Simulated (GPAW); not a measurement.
# A GW chain in GPAW: Bi2SO2 (Pnnm), part 2 of 2

Wanted: ground state, empty states, screening and self-energy for Bi2SO2 (Pnnm).

GPAW 26.7.0; LDA and many-body steps on it, plane waves. Known limits of the many-body steps: not at the basis limit; no spin-orbit coupling; coarse k mesh.

So far. Step 2 (Ground state): The gap is indirect, with the least direct gap 0.34 eV higher. Step 3 (Bands along the symmetry lines): The gap is 0.737 eV, as in the run before at this level.

## (4) Empty states on the mesh, 4×2×4 mesh, 222 bands

Level of this step: DFT, LDA, plane waves, PAW (GPAW).

The sums over transitions need many empty states on a uniform mesh; this step solves for them.

The input, run.py:

```python
import json
import numpy as np
from gpaw.mpi import world
from gpaw import GPAW

calc = GPAW('gs.gpw').fixed_density(kpts={'size': (4, 2, 4), 'gamma': True},
    nbands=259,
    convergence={'bands': 222},
    update_fermi_level=True,
    txt='nscf.txt')
calc.write('full.gpw', mode='all')
res = {}
kpts = calc.get_ibz_k_points()
res['kpts'] = kpts
res['eigenvalues'] = [calc.get_eigenvalues(kpt=k) for k in range(len(kpts))]
res['n_electrons'] = calc.get_number_of_electrons()

if world.rank == 0:
    with open('result.json', 'w') as f:
        json.dump(res, f, default=lambda x: x.tolist())
```

On the command line:

```sh
> mpirun -n 8 gpaw python run.py
```

Numbers of over 12 decimals in the logs are rounded to 6 here.

Log:

```text
Diagonalizing LCAO Hamiltonian
Converting LCAO to pw mode
convergence criteria:
- Maximum integral of absolute [eigenst]ate change: 4e-08 eV^2 / valence electron
maximum number of iterations: 100

SCF iterations
|iter     |     time |      energy | eigst |  dens |
|iter:   1|  |             | +3.89 |       |
|iter:   2|  |             | +2.67 |       |
|iter:   3|  |             | +1.55 |       |
[...]
|iter:  13|  |             | -6.82 |       |
|iter:  14|  |             | -7.13 |       |
|iter:  15|  |             | -7.66c|       |
SCF steps: 15
  __  _  _
 | _ |_)|_||  |
 |__||  | ||/\| - 26.7.0

Input parameters:
  mode=PW(ecut=600.0),
  convergence={'bands': 222},
  gpts=array([24, 70, 24]),
  kpts=MonkhorstPack(size=(4, 2, 4), gamma=True),
  maxiter=100,
  nbands=259,
  occupations=Occupations(name='fermi-dirac', width=0.001, fixmagmom=False),
  parallel={},
  xc=XC(name='LDA')
# Writing to full.gpw (mode='all')
  [... matrices ...]

timing:  # [seconds]
  Total: 1.724  # ━━━━━━━━━━━━━━━━━━━━━━━━━━━━━━━━━━━━━━━━━━━━━━━━━━━━━━━━━━━
```

The job ended after 5 min (8 MPI ranks of Arm Neoverse V1, shared host; peak memory 2.6 GiB).

This step gave:

```
gap                                                           : 0.7375 eV
k of the valence top                                          : 0.5, 0.5, 0
k of the conduction bottom                                    : 0, 0, 0
least direct gap                                              : 1.074 eV
k points computed                                             : 18
lowest point of the top converged band, above the valence top : 48.65 eV
```

On this mesh the gap is 0.737 eV.

## (5) Screening and self-energy, 4×2×4 mesh, 212 bands, screening to 65 eV

Now the one-shot GW correction: screening in the RPA, then the self-energy of the levels asked for.

This step: G0W0 on LDA, plane waves, PAW.

The input, run.py:

```python
import json
import numpy as np
from gpaw.mpi import world
from gpaw.response.g0w0 import G0W0

gw = G0W0('full.gpw',
    filename='gw',
    kpts=[0, 15],
    bands=(46, 50),
    ecut=65,
    nbands=212,
    integrate_gamma='WS',
    ppa=True)
gw.calculate()
res = {mode: {k: v for k, v in r.items() if k != 'sigma_eskwn'}
       for mode, r in gw.all_results.items()}

if world.rank == 0:
    with open('result.json', 'w') as f:
        json.dump(res, f, default=lambda x: x.tolist())
```

On the command line:

```sh
> mpirun -n 8 gpaw python run.py
```

Log:

```text
Using integrator: PointIntegrator
FrequencyGridDescriptor(from 0.000+0.000j to 0.000+27.211j eV, 2 points)
Nonperiodic BCs:  [False False False]
Using integrator: PointIntegrator
FrequencyGridDescriptor(from 0.000+0.000j to 0.000+27.211j eV, 2 points)
Nonperiodic BCs:  [False False False]
  ___  _ _ _
 |   || | | |
 | | || | | |
 |__ ||_____|
 |___|

BZ k-points: Symmetries present (total): 4

  [... matrices ...]
32 k-points: 4 x 2 x 4 Monkhorst-Pack grid + [1/8,1/4,1/8]
18 k-points in the irreducible part of the Brillouin zone
       k-points in crystal coordinates                weights
   0:     0.00000000    0.00000000    0.00000000          1/32
   1:     0.00000000    0.00000000    0.25000000          2/32
   2:     0.00000000    0.00000000    0.50000000          1/32
   3:     0.00000000    0.50000000    0.00000000          1/32
   4:     0.00000000    0.50000000    0.25000000          2/32
   5:     0.00000000    0.50000000    0.50000000          1/32
   6:     0.25000000    0.00000000    0.00000000          2/32
   7:     0.25000000    0.00000000    0.25000000          4/32
   8:     0.25000000    0.00000000    0.50000000          2/32
   9:     0.25000000    0.50000000    0.00000000          2/32
          ...
  17:     0.50000000    0.50000000    0.50000000          1/32

Distributing spins, k-points and bands (1 x 2 x 4) over 8 processes
Number of blocks: 1

Quasi particle states:
k-points (IBZ indices): [0, 15]
Band range: (46, 50)
  [... matrices ...]
Computational parameters:
Plane wave cut-off: 65 eV
Number of bands: 212
Coulomb cutoff: None
Broadening: 0.1 eV

fxc modes: GW
Kernel: RPA
Using Godby-Needs plasmon-pole approximation:
  Fitting energy: i*E0, E0 = 1.000 Hartree
Summing all q:

Calculating screened Coulomb potential
No Coulomb truncation
FrequencyGridDescriptor(from 0.000+0.000j to 0.000+27.211j eV, 2 points)
Removing empty qpoint cache files...

Calculating chi0 body with:
    Ground state adapter containing:
    Number of spins: 1
    Number of kpoints: 32
    Number of irreducible kpoints: 18
    Number of completely occupied states: 48
    Number of partially occupied states: 48
    Occupied states memory: 29.53125 M / cpu

    Linear response parametrization:
    q_c: [0.0, 0.0, 0.0]
    Number of frequency points: 2
    Planewave cutoff: 65.0
    Number of bands: 212
    Number of planewaves: 219
    Broadening (eta): 1e-06
    comm.size: 8
    kncomm.size: 8
    blockcomm.size: 1

    Memory estimate of potentially large arrays:
        chi0_wGG: 1.463654 M / cpu
Integrating chi0 body.

Symmetries of q_c:
    Direct symmetries (Uq -> q): 4
    Indirect symmetries (TUq -> q): 0
In total 4 allowed symmetries.

  [... matrices ...]
18 groups of equivalent kpoints. 43.75% reduction.

Integral kind: response function
Integrating chi0 head and wings.

Symmetries of q_c:
    Direct symmetries (Uq -> q): 4
    Indirect symmetries (TUq -> q): 0
In total 4 allowed symmetries.

  [... matrices ...]
18 groups of equivalent kpoints. 43.75% reduction.

Integral kind: response function wings

Calculating chi0 body with:
    Ground state adapter containing:
    Number of spins: 1
    Number of kpoints: 32
    Number of irreducible kpoints: 18
    Number of completely occupied states: 48
    Number of partially occupied states: 48
    Occupied states memory: 29.53125 M / cpu

    Linear response parametrization:
[... the further q-points ...]

Results:
f:      Occupation numbers
eps:     KS-eigenvalues [eV]
vxc:     KS vxc [eV]
exx:     Exact exchange [eV]
sigma:   Self-energies [eV]
dsigma:  Self-energy derivatives
Z:       Renormalization factors
qp:      QP-energies [eV]

k-point 0 (0): (0.000, 0.000, 0.000)                GW
band       f     eps     vxc     exx   sigma  dsigma       Z      qp
                                                                   GW
  46   1.000   6.100 -15.502 -18.207   2.697  -0.290   0.775   6.094
  47   1.000   6.188 -15.338 -17.434   2.175  -0.276   0.784   6.250
  48   0.000   7.261 -14.569 -10.718  -2.915  -0.223   0.818   8.027
  49   0.000   7.890 -14.978 -10.796  -2.912  -0.228   0.814   8.924

k-point 1 (15): (0.500, 0.500, 0.000)                GW
band       f     eps     vxc     exx   sigma  dsigma       Z      qp
                                                                   GW
  46   1.000   6.524 -17.855 -19.751   2.411  -0.279   0.782   6.926
  47   1.000   6.524 -17.855 -19.751   2.411  -0.279   0.782   6.926
  48   0.000   9.292 -15.855 -11.806  -2.870  -0.247   0.802  10.238
  49   0.000   9.292 -15.855 -11.806  -2.870  -0.247   0.802  10.238
```

Wall time 9.5 min (8 MPI ranks); peak memory 4.9 GiB.

Numbers from this step:

```
G0W0 gap on the points computed              : 1.100 eV
least direct G0W0 gap on the computed points : 1.776 eV
Z at the valence top                         : 0.7820
Z at the conduction bottom                   : 0.8177
starting gap on the mesh                     : 0.7375 eV
k of the valence top                         : 0.5, 0.5, 0
k of the conduction bottom                   : 0, 0, 0
```

The gap on the mesh goes from 0.74 eV to 1.10 eV, a correction of +0.36 eV.

Limits: finite bands, cutoff and mesh; model gap, bands may invert with spin-orbit coupling; no spin-orbit coupling; coarse k mesh. v1 is the top filled band, c1 the lowest empty one. Levels before and after the correction, in eV, zero at the valence-band top of each column:

```
           conduction bottom  valence top
Kohn-Sham               0.74         0.00
     G0W0               1.10         0.00
```

```
                       level  energy (eV)
Kohn-Sham               Γ v2       -0.424
Kohn-Sham               Γ v1       -0.336
Kohn-Sham               Γ c1        0.737
Kohn-Sham               Γ c2        1.366
Kohn-Sham  (0.5 0.5 0) v2-v1        0.000
Kohn-Sham  (0.5 0.5 0) c1-c2        2.768
     G0W0               Γ v2       -0.833
     G0W0               Γ v1       -0.676
     G0W0               Γ c1        1.100
     G0W0               Γ c2        1.998
     G0W0  (0.5 0.5 0) v2-v1        0.000
     G0W0  (0.5 0.5 0) c1-c2        3.312
```

## (6) Where the time went

Times are wall times on 8 MPI ranks of Arm Neoverse V1, shared host, good to a factor of about two.

```
                          step     time  share  memory (GiB)
                  ground state  2.6 min   13 %           2.2
bands along the symmetry lines  2.6 min   13 %           2.9
      empty states on the mesh    5 min   25 %           2.6
     screening and self-energy  9.5 min   48 %           4.9
```

## (7) What came out

| Item | Value |
| --- | --- |
| LDA gap | 0.74 eV, indirect |
| G0W0 gap on the mesh | 1.10 eV |
| GW settings | 4×2×4 mesh, 212 bands, screening to 65 eV, Godby-Needs plasmon pole |
| known limits | not at the basis limit; no spin-orbit coupling; coarse k mesh |

In words: G0W0 moves the gap on the mesh from 0.74 eV to 1.10 eV (+0.36 eV), with Z of 0.78 and 0.82 at the edges. Only 2 of the mesh's irreducible points were corrected, so a valley elsewhere could overtake. The dearest step here is «screening and self-energy». Bands and cutoff are finite, so the gap is not at the basis limit. The miss can reach some tenths of an eV and take either sign; the mesh is an error of its own. These stock PAW sets were not made for GW. In the G0W0 run levels were corrected at 2 k points alone, so a gap called «on the mesh» is the least over those, and an edge elsewhere would be missed. The 4×2×4 mesh is coarse for this cell, which bears on the long-range parts of exchange and screening. Where an edge is built on 6p states of lead, bismuth or thallium, scalar-relativistic gaps usually stand too wide, by a few tenths to over one eV. The many-body steps are scalar-relativistic: spin-orbit coupling is not in them.

[Paths, hosts, dates, memory and timing lines, banners, echoed tables and standing remarks are left out of the program output.]

[Logs are printed without paths, hosts, clocks, repeated set-up lines and the standing remarks that a program may print on its own settings, such as how far it seeks lower states.]

[Runs of the session that timed out or met a known fault of the program may be left out.]

[Hosts, paths, dates, database ids (printed as entryN), source tags and the programs' standing remarks are cut or masked in the printed files.]
